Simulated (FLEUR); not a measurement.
# Cobalt: parallel and opposed starts, part 2 of 2

Does Cobalt prefer parallel or opposed moments?

FLEUR MaX-R8.1; PBEsol; all-electron FLAPW, Dirac cores, scalar-relativistic bands.

So far, largest spin moment in the muffin-tin sphere (μB): step 2 (run 1 (ferro ++)) 1.70; step 3 (antiferromagnetic, start moments [2.0, -2.0] μB) 0.941.

### Step 4. Order 3, typed as antiferro q=(0,1/2,0) +-+-

An opposed order shows whether neighbours prefer unlike signs.

This order needs a doubled cell of 4 atoms. The mesh is halved along the doubled vector, so that both cells sample the same points. The k list default-1 (kpts.xml, not shown) is a Γ-centred 12×6×12 mesh.

Input file inp.xml:

```
<?xml version="1.0" encoding="UTF-8" standalone="no"?>
<fleurInput fleurInputVersion="0.39">
   <comment>
      Co
   </comment>
   <calculationSetup>
      <cutoffs Kmax="3.6" Gmax="10.8" GmaxXC="10.8" numbands="0"/>
      <scfLoop itmax="90" minDistance="0.00002" maxIterBroyd="15" imix="Anderson" alpha="0.05" precondParam="0.0" spinf="2.0" sdNocoIR="T"/>
      <coreElectrons ctail="T" frcor="F" kcrel="0" coretail_lmax="0"/>
      <xcFunctional name="PBEs" relativisticCorrections="F"/>
      <magnetism jspins="2"/>
      <soc l_soc="F" theta="0.0" phi="0.0" spav="F"/>
      <expertModes spex="0" secvar="F"/>
      <geometryOptimization l_f="F" forcealpha="1.0" forcemix="BFGS" epsdisp="0.00001" epsforce="0.00001"/>
      <ldaU l_linMix="F" mixParam="0.05" spinf="1.0"/>
   </calculationSetup>
   <cell>
      <bzIntegration valenceElectrons="68.0" mode="hist" fermiSmearingEnergy="0.00293995">
         <kPointListSelection listName="default-1"/>
         <xi:include xmlns:xi="http://www.w3.org/2001/XInclude" href="kpts.xml"> </xi:include>
      </bzIntegration>
      <xi:include xmlns:xi="http://www.w3.org/2001/XInclude" href="sym.xml"> </xi:include>
      <bulkLattice scale="1.0">
         <bravaisMatrix>
            <row-1>    4.7382992848220402     0.0000000000000000     0.0000000000000000</row-1>
            <row-2>   -4.7382992848220402     8.2069751025934714     0.0000000000000000</row-2>
            <row-3>    0.0000000000000000     0.0000000000000000     7.6909963545095392</row-3>
         </bravaisMatrix>
      </bulkLattice>
   </cell>
   <atomSpecies>
      <species name="Cobalt (Co2.000" element="Co" atomicNumber="27">
         <mtSphere radius="2.3" gridPoints="761" logIncrement="0.016"/>
         <atomicCutoffs lmax="8" lnonsphr="6"/>
         <electronConfig flipSpins="F">
            <coreConfig>(1s1/2) (2s1/2) (2p1/2) (2p3/2)</coreConfig>
            <valenceConfig>(3s1/2) (3p1/2) (3p3/2) (4s1/2) (3d3/2) (3d5/2)</valenceConfig>
            <stateOccupation state="(3d3/2)" spinUp="1.5" spinDown="1.3"/>
            <stateOccupation state="(3d5/2)" spinUp="3.0" spinDown="1.2"/>
         </electronConfig>
         <energyParameters s="4" p="4" d="3" f="4"/>
         <lo type="SCLO" l="0" n="3" eDeriv="0"/>
         <lo type="SCLO" l="1" n="3" eDeriv="0"/>
      </species>
      <species name="Cobalt (Co-2.000" element="Co" atomicNumber="27">
         <mtSphere radius="2.3" gridPoints="761" logIncrement="0.016"/>
         <atomicCutoffs lmax="8" lnonsphr="6"/>
         <electronConfig flipSpins="F">
            <coreConfig>(1s1/2) (2s1/2) (2p1/2) (2p3/2)</coreConfig>
            <valenceConfig>(3s1/2) (3p1/2) (3p3/2) (4s1/2) (3d3/2) (3d5/2)</valenceConfig>
            <stateOccupation state="(3d3/2)" spinUp="1.3" spinDown="1.5"/>
            <stateOccupation state="(3d5/2)" spinUp="1.2" spinDown="3.0"/>
         </electronConfig>
         <energyParameters s="4" p="4" d="3" f="4"/>
         <lo type="SCLO" l="0" n="3" eDeriv="0"/>
         <lo type="SCLO" l="1" n="3" eDeriv="0"/>
      </species>
   </atomSpecies>
   <atomGroups>
      <atomGroup species="Cobalt (Co2.000">
         <relPos label="                   1">1.000/3.000 1.000/12.000 1.000/4.000</relPos>
         <relPos label="                   3">-1.000/3.000 -1.000/12.000 -1.000/4.000</relPos>
         <force calculate="T" relaxXYZ="TTT"/>
      </atomGroup>
      <atomGroup species="Cobalt (Co-2.000">
         <relPos label="                   2">1.000/3.000 -5.000/12.000 1.000/4.000</relPos>
         <relPos label="                   4">-1.000/3.000 5.000/12.000 -1.000/4.000</relPos>
         <force calculate="T" relaxXYZ="TTT"/>
      </atomGroup>
   </atomGroups>
   <output dos="F" band="F" slice="F">
      <bandDOS minEnergy="-.5*Htr" maxEnergy="0.5*Htr" sigma="0.015" storeEVData="T"/>
      <plotting iplot="0" polar="F">
         <plot TwoD="T" vec1="  1.0  0.0  0.0" vec2="  0.0  1.0  0.0" vec3="  0.0  0.0  1.0" zero="  0.0  0.0  0.0" file="plot"/>
      </plotting>
      <moessbauerParams electricFieldGradient="F" isomerShift="F" coreHyperfine="F" valenceHyperfine="F"/>
   </output>
</fleurInput>
```

Input file crystal.txt:

```
Co
&input film=F cartesian=F /
2.50740000000  0.00000000000  0.00000000000
-2.50740000000  4.34294419480  0.00000000000
0.00000000000  0.00000000000  4.06990000000
1.8897261246
1.0 1.0 1.0

4
27 0.33333333340  0.33333333340  0.25000000000 : 2.000
27 0.33333333335  0.83333333335  0.25000000000 : -2.000
27 0.66666666660  0.16666666660  0.75000000000 : 2.000
27 0.66666666665  0.66666666665  0.75000000000 : -2.000

&kpt div1=12 div2=6 div3=12 gamma=T /
```

Run with:

```console
$ OMP_NUM_THREADS=1 inpgen -f crystal.txt > inpgen.log  # inp.xml is then edited as shown
$ OMP_NUM_THREADS=1 mpirun -n 4 fleur_MPI > fleur.log
```

Log:

```text
[banner, memory and clock lines left out]
Welcome to FLEUR        (www.flapw.de)
      MaX-Release 8.1          (www.max-centre.eu)

 ========== k-point set info ==========
 Selected k-point list: default-1
 k-point list type: mesh
 0 x 0 x 0
 Number of k points: 268

 [... set-up left out ...]
 Iteration:     1   Distance:      13.07960717 me/bohr^3
 Iteration:     2   Distance:      12.66369226 me/bohr^3
 Iteration:     3   Distance:      10.50825589 me/bohr^3
 Iteration:     4   Distance:       4.78726735 me/bohr^3
 Iteration:     5   Distance:       5.71241478 me/bohr^3
[...]
<sumOfEigenvalues value="    -3207.1368931433">
               <coreElectrons value="-3147.9280153643"/>
               <valenceElectrons value="-59.2088777790"/>
            </sumOfEigenvalues>
         [... left out ...]
            <freeEnergy value="-5569.0006486987"/>
            <extrapolationTo0K value="-5568.9971766435"/>
         </totalEnergy>
         <densityConvergence units="me/bohr^3">
            <chargeDensity spin="1" distance="0.0000129467"/>
            <chargeDensity spin="2" distance="0.0000101852"/>
            <overallChargeDensity distance="0.0000191872"/>
            <spinDensity distance="0.0000132123"/>
         </densityConvergence>
      </iteration>
```

It took 2.5 min on 4 MPI ranks of AMD EPYC 9R45, shared host; peak memory 0.39 GiB; 10 min of CPU time.

Spin moment in the muffin-tin sphere by atom:

```tsv
atom	spin moment in the muffin-tin sphere (μB)
Co1	1.15
Co2	-1.15
Co3	1.15
Co4	-1.15
```

This step gave:

```yaml
free_energy: -151540.2277 eV
program_s_band_gap_on_this_mesh_in_a_metal_only_a_level_spacing: 5.15e-8 eV
magnetization: 0 μB
final_state: antiferromagnetic
```

It lies 186 meV a seeded atom over the first start, and its largest moment is 1.15 μB against 1.70 μB.

### Step 5. Order 4, typed as no spin polarisation

Without spin polarisation no moment can form, so the difference from the other runs is what forming moments gains.

The k list default-1 (kpts.xml, not shown) is a Γ-centred 12×12×12 mesh.

Input file inp.xml:

```
<?xml version="1.0" encoding="UTF-8" standalone="no"?>
<fleurInput fleurInputVersion="0.39">
   <comment>
      Co
   </comment>
   <calculationSetup>
      <cutoffs Kmax="3.6" Gmax="10.8" GmaxXC="10.8" numbands="0"/>
      <scfLoop itmax="90" minDistance="0.00002" maxIterBroyd="15" imix="Anderson" alpha="0.05" precondParam="0.0" spinf="2.0" sdNocoIR="T"/>
      <coreElectrons ctail="T" frcor="F" kcrel="0" coretail_lmax="0"/>
      <xcFunctional name="PBEs" relativisticCorrections="F"/>
      <magnetism jspins="1"/>
      <soc l_soc="F" theta="0.0" phi="0.0" spav="F"/>
      <expertModes spex="0" secvar="F"/>
      <geometryOptimization l_f="F" forcealpha="1.0" forcemix="BFGS" epsdisp="0.00001" epsforce="0.00001"/>
      <ldaU l_linMix="F" mixParam="0.05" spinf="1.0"/>
   </calculationSetup>
   <cell>
      <bzIntegration valenceElectrons="34.0" mode="hist" fermiSmearingEnergy="0.00293995">
         <kPointListSelection listName="default-1"/>
         <xi:include xmlns:xi="http://www.w3.org/2001/XInclude" href="kpts.xml"> </xi:include>
      </bzIntegration>
      <xi:include xmlns:xi="http://www.w3.org/2001/XInclude" href="sym.xml"> </xi:include>
      <bulkLattice scale="1.0">
         <bravaisMatrix>
            <row-1>    4.7382992847653478     0.0000000000188973     0.0000000000000000</row-1>
            <row-2>   -2.3691496423921228     4.1034875513345304     0.0000000000000000</row-2>
            <row-3>    0.0000000000000000     0.0000000000000000     7.6909963545095392</row-3>
         </bravaisMatrix>
      </bulkLattice>
   </cell>
   <atomSpecies>
      <species name="Cobalt (Co)" element="Co" atomicNumber="27">
         <mtSphere radius="2.3" gridPoints="761" logIncrement="0.016"/>
         <atomicCutoffs lmax="8" lnonsphr="6"/>
         <electronConfig flipSpins="F">
            <coreConfig>(1s1/2) (2s1/2) (2p1/2) (2p3/2)</coreConfig>
            <valenceConfig>(3s1/2) (3p1/2) (3p3/2) (4s1/2) (3d3/2) (3d5/2)</valenceConfig>
            <stateOccupation state="(3d3/2)" spinUp="1.400000" spinDown="1.400000"/>
            <stateOccupation state="(3d5/2)" spinUp="2.100000" spinDown="2.100000"/>
         </electronConfig>
         <energyParameters s="4" p="4" d="3" f="4"/>
         <lo type="SCLO" l="0" n="3" eDeriv="0"/>
         <lo type="SCLO" l="1" n="3" eDeriv="0"/>
      </species>
   </atomSpecies>
   <atomGroups>
      <atomGroup species="Cobalt (Co)">
         <relPos label="                   1">1.000/3.000 -1.000/3.000 1.000/4.000</relPos>
         <relPos label="                   2">-1.000/3.000 1.000/3.000 -1.000/4.000</relPos>
         <force calculate="T" relaxXYZ="TTT"/>
      </atomGroup>
   </atomGroups>
   <output dos="F" band="F" slice="F">
      <bandDOS minEnergy="-.5*Htr" maxEnergy="0.5*Htr" sigma="0.015" storeEVData="T"/>
      <plotting iplot="0" polar="F">
         <plot TwoD="T" vec1="  1.0  0.0  0.0" vec2="  0.0  1.0  0.0" vec3="  0.0  0.0  1.0" zero="  0.0  0.0  0.0" file="plot"/>
      </plotting>
      <moessbauerParams electricFieldGradient="F" isomerShift="F" coreHyperfine="F" valenceHyperfine="F"/>
   </output>
</fleurInput>
```

Input file crystal.txt:

```
Co
&input film=F cartesian=F /
2.50739999997  0.00000000001  0.00000000000
-1.25369999999  2.17147209742  0.00000000000
0.00000000000  0.00000000000  4.06990000000
1.8897261246
1.0 1.0 1.0

2
27 0.33333333333  0.66666666667  0.25000000000
27 0.66666666667  0.33333333333  0.75000000000

&kpt div1=12 div2=12 div3=12 gamma=T /
```

Log:

```text
[banner, memory and clock lines left out]
Welcome to FLEUR        (www.flapw.de)
      MaX-Release 8.1          (www.max-centre.eu)

 ========== k-point set info ==========
 Selected k-point list: default-1
 k-point list type: mesh
 0 x 0 x 0
 Number of k points: 136

 [... set-up left out ...]
 Iteration:     1   Distance:      10.18756706 me/bohr^3
 Iteration:     2   Distance:       8.35200888 me/bohr^3
 Iteration:     3   Distance:       3.17067134 me/bohr^3
 Iteration:     4   Distance:       1.93981118 me/bohr^3
 Iteration:     5   Distance:       0.90654110 me/bohr^3
[...]
<FermiEnergy value="0.3360028741" units="Htr"/>
         [... left out ...]
         <totalEnergy value="    -2784.4933012226" units="Htr">
            <sumOfEigenvalues value="    -1603.6435148288">
               <coreElectrons value="-1574.0216328849"/>
               <valenceElectrons value="-29.6218819439"/>
            </sumOfEigenvalues>
         [... left out ...]
            <freeEnergy value="-2784.4979045578"/>
            <extrapolationTo0K value="-2784.4956028902"/>
         </totalEnergy>
         <densityConvergence units="me/bohr^3">
            <chargeDensity spin="1" distance="0.0000032364"/>
         </densityConvergence>
      </iteration>
```

It took 5.5 s on 4 MPI ranks; peak memory 0.19 GiB.

This step gave:

```yaml
free_energy: -75770.0480 eV
program_s_band_gap_on_this_mesh_in_a_metal_only_a_level_spacing: 0.003518 eV
final_state: non-magnetic (no spin polarisation)
```

It lies 219 meV a seeded atom over the first start.

### Step 6. Ranking

Free energies are divided by the number of seeded atoms, so that cells of unlike size compare. Wavevectors q in the names are fractions of the primitive cell's reciprocal vectors.

Orders:

```tsv
start	final state	typed order kept	energy over the lowest (meV a seeded atom)	largest sphere moment (μB)	net moment (μB a primitive cell)	mesh matched	CPU time (s)
ferro ++	ferromagnetic	yes	0	1.701	3.289	yes	42.8
antiferro +-	antiferromagnetic	yes	212.1	0.9408	0	yes	92.47
antiferro q=(0,1/2,0) +-+-	antiferromagnetic	yes	185.7	1.152	0	yes	610
no spin polarisation	non-magnetic	-	218.6	0	0	yes	21.05
```

### Step 7. Results

```json
{"lowest state found": "ferromagnetic (typed ferro ++)", "largest site spin moment": "1.70 μB", "next finished state": "antiferromagnetic, 186 meV a seeded atom higher", "energy gained by spin polarisation": "219 meV a seeded atom"}
```

What this shows: The lowest state found is ferromagnetic, reached from the start ferro ++, with moments up to 1.70 μB. The next finished state costs 186 meV a seeded atom. This is the lowest of 4 finished starts, no proof of the ground state.

[Logs and program files are shortened in this print: banners, set-up blocks, solver, clock and traceback lines can be left out without a mark of their own.]

[Logs are printed without paths, hosts, clocks, repeated set-up lines and the standing remarks that a program may print on its own settings, such as how far it seeks lower states.]

[Hosts, paths, dates, database ids (printed as entryN), source tags and the programs' standing remarks are cut or masked in the printed files.]

[Where a cell is said to come from a database of computed structures, the database is the Materials Project.]
